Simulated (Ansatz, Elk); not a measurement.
**How far do independent atoms describe Mg2CrCd4Ga?**

The structure of Mg2CrCd4Ga used here is made up (a known structure type with other elements) and was relaxed beforehand with PBEsol. The aim is the Fourier transform of its all-electron density, F(hkl), set beside the sum over free spherical atoms that refinements use.

Main program and level: Elk 11.2.3 (patched build); DFT, PBE, all-electron APW+lo, Dirac cores, scalar-relativistic bands, static density, ferromagnetic start.

This account leaves out most program logs.

The structure was built from a prototype and need not be the compound's stable phase.

## Step 1: The starting structure

Symmetry: Amm2, No. 38, orthorhombic system. Conventional cell: a = 4.836 Å, b = 6.079 Å, c = 10.412 Å, α = 90.00°, β = 90.00°, γ = 90.00°. Nearest to Cd lie 2 Ga at 2.89 to 3.14 Å and 4 Mg at 2.96 to 3.03 Å and 2 Cr at 2.98 Å and 4 Cd at 3.00 to 3.05 Å. Cd has 2 Cr at 2.97 to 3.06 Å and 4 Mg at 2.97 to 3.05 Å and 4 Cd at 3.00 to 3.04 Å and 2 Ga at 3.02 Å nearest. Nearest to Ga lie 8 Cd at 2.89 to 3.14 Å and 2 Cr at 2.89 Å and 2 Mg at 3.04 Å. Nearest to Cr lie 2 Ga at 2.89 Å and 8 Cd at 2.97 to 3.06 Å and 2 Mg at 3.04 Å. Nearest to Mg lie 8 Cd at 2.97 to 3.03 Å and 2 Mg at 3.03 Å and 2 Ga at 3.04 Å. Mg has 8 Cd at 2.96 to 3.05 Å and 2 Mg at 3.03 Å and 2 Cr at 3.04 Å nearest. Farther neighbours are not listed.

## Step 2: Ground state and structure factors

An all-electron density is needed, since X-rays see the cores too. Task 0 finds the density and task 195 Fourier-transforms it; tshift is off so that phases refer to the origin typed.

Contents of elk.in:

```
tasks
  0
  195
  196

xctype
  20

spinpol
  .true.

rgkmax
  7.0

gmaxvr
  14.0

lmaxo
  7

lmaxapw
  8

swidth
  0.002

tshift
  .false.

ramdisk
  .false.

hmaxvr
  5.5

maxscl
  120

epspot
  1e-06

reducebf
  0.8

sppath
  './'

avec
  9.13815488340 0.00000000000 0.00000000000
  0.00000000000 5.74347149486 9.83749731992
  0.00000000000 -5.74347149486 9.83749731992

atoms
  4
  'Cd.in'
  4
  0.5000000000 0.6630838255 0.1611729381   0.000000 0.000000 0.000000
  0.5000000000 0.1611729381 0.6630838255   0.000000 0.000000 0.000000
  0.0000000000 0.8333011294 0.3331893743   0.000000 0.000000 0.000000
  0.0000000000 0.3331893743 0.8333011294   0.000000 0.000000 0.000000
  'Ga.in'
  1
  0.5000000000 0.6760848885 0.6760848885   0.000000 0.000000 0.000000
  'Cr.in'
  1
  0.0000000000 0.8278602770 0.8278602770   0.000000 0.000000 -0.180000
  'Mg.in'
  2
  0.5000000000 0.1611675199 0.1611675199   0.000000 0.000000 0.000000
  0.0000000000 0.3368400474 0.3368400474   0.000000 0.000000 0.000000

ngridk
  4 4 4
```

Command:

```sh
> OMP_NUM_THREADS=4 elk
```

Run time: 24 min. Hardware: 4 threads of Arm Neoverse V1, shared host; peak memory 0.71 GiB; 88 min of CPU time.

SFACRHO.OUT:

```text

h k l indices transformed by vhmat matrix:
   1.000000000       0.000000000       0.000000000    
   0.000000000       1.000000000       0.000000000    
   0.000000000       0.000000000       1.000000000    

      h      k      l  multipl.   |H|            Re(F)            Im(F)           |F|

      0      0      0      1   0.0000000       271.00000     -0.25132177E-16   271.00000    
      0      0      1      2  0.63338472      -2.0622498      -27.453459       27.530806    
      0     -1      0      2  0.63338472      -2.0622498       27.453459       27.530806    
      0      1      1      1  0.63869754       46.455829       2.5750339       46.527141    
      0     -1     -1      1  0.63869754       46.455829      -2.5750339       46.527141    
      1      0      0      2  0.68757702      -6.9748547      0.69374544E-13   6.9748547    
      1      0      1      4  0.93484671       11.160668       6.8274470       13.083369    
      1      0     -1      4  0.93484671       11.160668      -6.8274470       13.083369    
      1     -1     -1      2  0.93845442       9.1183582      -93.369570       93.813757    
      1      1      1      2  0.93845442       9.1183582       93.369570       93.813757    
      0      1     -1      2   1.0939700      -99.947666     -0.20883815E-13   99.947666    
      0      1      2      2   1.1031978       6.6889465       7.7302638       10.222474    
      0     -1     -2      2   1.1031978       6.6889465      -7.7302638       10.222474    
      0     -2      0      2   1.2667694      -108.12352      -7.2870252       108.36880    
      0      0      2      2   1.2667694      -108.12352       7.2870252       108.36880    
      0      2      2      1   1.2773951      -110.33255      -1.9717514       110.35017    
      0     -2     -2      1   1.2773951      -110.33255       1.9717514       110.35017    
      1      1     -1      4   1.2921039      -6.9226392     -0.49411018E-13   6.9226392
```

Elk indexes on the primitive cell of elk.in and gives |H| = 4π sin θ/λ in inverse bohr. Below, one row stands for each form hkl of the conventional cell (m members, Friedel mates merged), F is for one primitive cell and the density is static (no thermal factor). Free-atom factors are Waasmaier and Kirfel's, and R is Σm||F|−|F'||/Σm|F|.

```
hkl  m  sin θ/λ (Å⁻¹)  abs F, DFT  neutral atoms   diff.  abs of complex diff.
011  4          0.095      27.531         27.516  +0.015                 0.052
002  2          0.096      46.527         46.644  -0.117                 0.126
100  2          0.103       6.975          6.888  +0.087                 0.087
111  8          0.141      13.083         12.992  +0.091                 0.193
102  4          0.141      93.814         93.914  -0.100                 0.161
020  2          0.165      99.948         99.968  -0.020                 0.020
013  4          0.166      10.222         10.030  +0.192                 0.298
022  4          0.191     108.369        108.837  -0.468                 0.521
004  2          0.192     110.350        110.812  -0.463                 0.527
120  4          0.194       6.923          6.675  +0.247                 0.247
113  8          0.196      25.362         25.556  -0.194                 0.195
200  2          0.207     212.929        214.109  -1.180                 1.180
122  8          0.217     181.719        182.787  -1.068                 1.072
104  4          0.218     178.843        179.939  -1.096                 1.100
211  8          0.228      22.516         22.776  -0.260                 0.273
202  4          0.228      39.451         39.459  -0.008                 0.094
031  4          0.251      20.998         21.226  -0.228                 0.234
024  4          0.253      57.103         57.189  -0.085                 0.087
```

## Step 3: The magnetisation density

The same run holds the spin density, and task 196 transforms it. The order is that of the start, and no other was tried.

SFACMAG_1.OUT:

```text

h k l indices transformed by vhmat matrix:
   1.000000000       0.000000000       0.000000000    
   0.000000000       1.000000000       0.000000000    
   0.000000000       0.000000000       1.000000000    

      h      k      l  multipl.   |H|            Re(F)            Im(F)           |F|

      0      0      0      1   0.0000000       3.9852125      0.76724461E-17   3.9852125    
      0      0      1      2  0.63338472       1.6099088      -2.9985891       3.4034311    
      0     -1      0      2  0.63338472       1.6099088       2.9985891       3.4034311    
      0      1      1      1  0.63869754      -1.9250849      -2.8283146       3.4213031    
      0     -1     -1      1  0.63869754      -1.9250849       2.8283146       3.4213031    
      1      0      0      2  0.68757702       3.3036395     -0.26209926E-16   3.3036395    
      1      0      1      4  0.93484671       1.4004808      -2.5887245       2.9432704    
      1      0     -1      4  0.93484671       1.4004808       2.5887245       2.9432704    
      1     -1     -1      2  0.93845442      -1.6485032       2.4115144       2.9211239    
      1      1      1      2  0.93845442      -1.6485032      -2.4115144       2.9211239    
      0      1     -1      2   1.0939700       2.5979297     -0.76984847E-15   2.5979297    
      0      1      2      2   1.1031978      -2.6127605      0.24883699       2.6245833    
      0     -1     -2      2   1.1031978      -2.6127605     -0.24883699       2.6245833    
      0     -2      0      2   1.2667694      -1.2504689       1.9052704       2.2789751    
      0      0      2      2   1.2667694      -1.2504689      -1.9052704       2.2789751    
      0      2      2      1   1.2773951     -0.85789538       2.1493015       2.3141913
```

The total moment is 3.99 μB a cell; sphere moments: Cd1 0.00, Cd2 0.00, Cd3 -0.01, Cd4 -0.01, Ga5 -0.01, Cr6 +3.57, Mg7 +0.02, Mg8 -0.01 μB. Polarised neutrons measure spin and orbital magnetisation together; without spin-orbit coupling the run gives the spin part:

```
hkl  sin θ/λ (Å⁻¹)  abs F_M (μB)
011          0.095         3.403
002          0.096         3.421
100          0.103         3.304
111          0.141         2.943
102          0.141         2.921
020          0.165         2.598
013          0.166         2.625
022          0.191         2.279
004          0.192         2.314
120          0.194         2.212
113          0.196         2.200
200          0.207         2.104
122          0.217         1.922
104          0.218         1.943
```

## Step 4: The highest occupied states alone

An energy window below the Fermi level keeps the highest occupied states, to see at which angles they scatter; shallow core shells can lie inside it and anion s states outside. No new self-consistency is needed.

Changes to elk.in since step 2:

```diff
@@ -1,5 +1,3 @@
 tasks
-  0
   195
-  196
 
@@ -44,2 +42,5 @@
 
+wsfac
+  -0.139020 0.528470
+
 sppath
```

Command:

```sh
> OMP_NUM_THREADS=4 elk
```

It took 36 s on 4 threads; peak memory 0.42 GiB.

States within 10 eV below the Fermi level hold 61.00 electrons; any levels below the window count with the cores. Their amplitudes can exceed the total, where window and core parts have opposite phase:

```
hkl  sin θ/λ (Å⁻¹)  abs F, window  abs F, all
011          0.095          4.355      27.531
002          0.096         14.290      46.527
100          0.103          2.688       6.975
111          0.141          2.663      13.083
102          0.141         23.495      93.814
020          0.165         24.022      99.948
013          0.166          2.229      10.222
022          0.191         13.022     108.369
004          0.192         14.210     110.350
120          0.194          2.046       6.923
```

## Step 5: Another functional

The difference from free atoms is small, so it is set against the change that PBEsol makes.

Changes to elk.in since step 4:

```diff
@@ -1,6 +1,8 @@
 tasks
+  0
   195
+  196
 
 xctype
-  20
+  22
 
@@ -42,5 +44,2 @@
 
-wsfac
-  -0.139020 0.528470
-
 sppath
```

Command:

```sh
> OMP_NUM_THREADS=4 elk
```

Run time: 8.4 min. Hardware: 4 threads; peak memory 0.71 GiB.

The run was cut off at its time limit.

## Step 6: A coarser k-mesh

About half the k-points along each axis test the sampling.

Changes to elk.in since step 5:

```diff
@@ -6,3 +6,3 @@
 xctype
-  22
+  20
 
@@ -72,2 +72,2 @@
 ngridk
-  4 4 4
+  2 2 2
```

Command:

```sh
> OMP_NUM_THREADS=4 elk
```

It took 5 min on 4 threads; peak memory 0.7 GiB; 14 min of CPU time.

## Step 7: Outcome

| Quantity | Value |
| --- | --- |
| R against neutral atoms, sin θ/λ < 0.3 Å⁻¹ | 0.44 % |
| R against neutral atoms, 0.3 to 0.55 Å⁻¹ | 0.20 % |

In words: Independent neutral atoms miss the calculated amplitudes by R = 0.44 % below 0.3 Å⁻¹ and 0.20 % from there to 0.55 Å⁻¹; by shells, 0.23 % below 0.15 Å⁻¹ (5 forms), 0.46 % 0.15 to 0.3 (23 forms), 0.17 % 0.3 to 0.45 (56 forms), 0.23 % above 0.45 (65 forms). Bonding, aspherical density and the tables' own atoms all enter these figures, and the runs don't part them. The largest change of an amplitude is -1.18 electrons, at 200. R counts amplitudes alone; phases shift too. The magnetic order is that of the start. No other order was tried here, and an antiferromagnetic one would change or move the magnetic intensity. The window's part falls from 61.0 electrons at the origin to at most 1.58 between 0.45 and 0.55 Å⁻¹, where compact states inside the window still scatter. The basis has no finished test. The k-mesh has no finished test. Part of the difference isn't bonding: the tables are fits to free atoms and ions calculated by other methods than this functional. Thermal motion, anomalous dispersion and extinction are left out.

[Logs are printed without paths, hosts, clocks, repeated set-up lines and the standing remarks that a program may print on its own settings, such as how far it seeks lower states.]

[Hosts, paths, dates, database ids (printed as entryN), source tags and the programs' standing remarks are cut or masked in the printed files.]
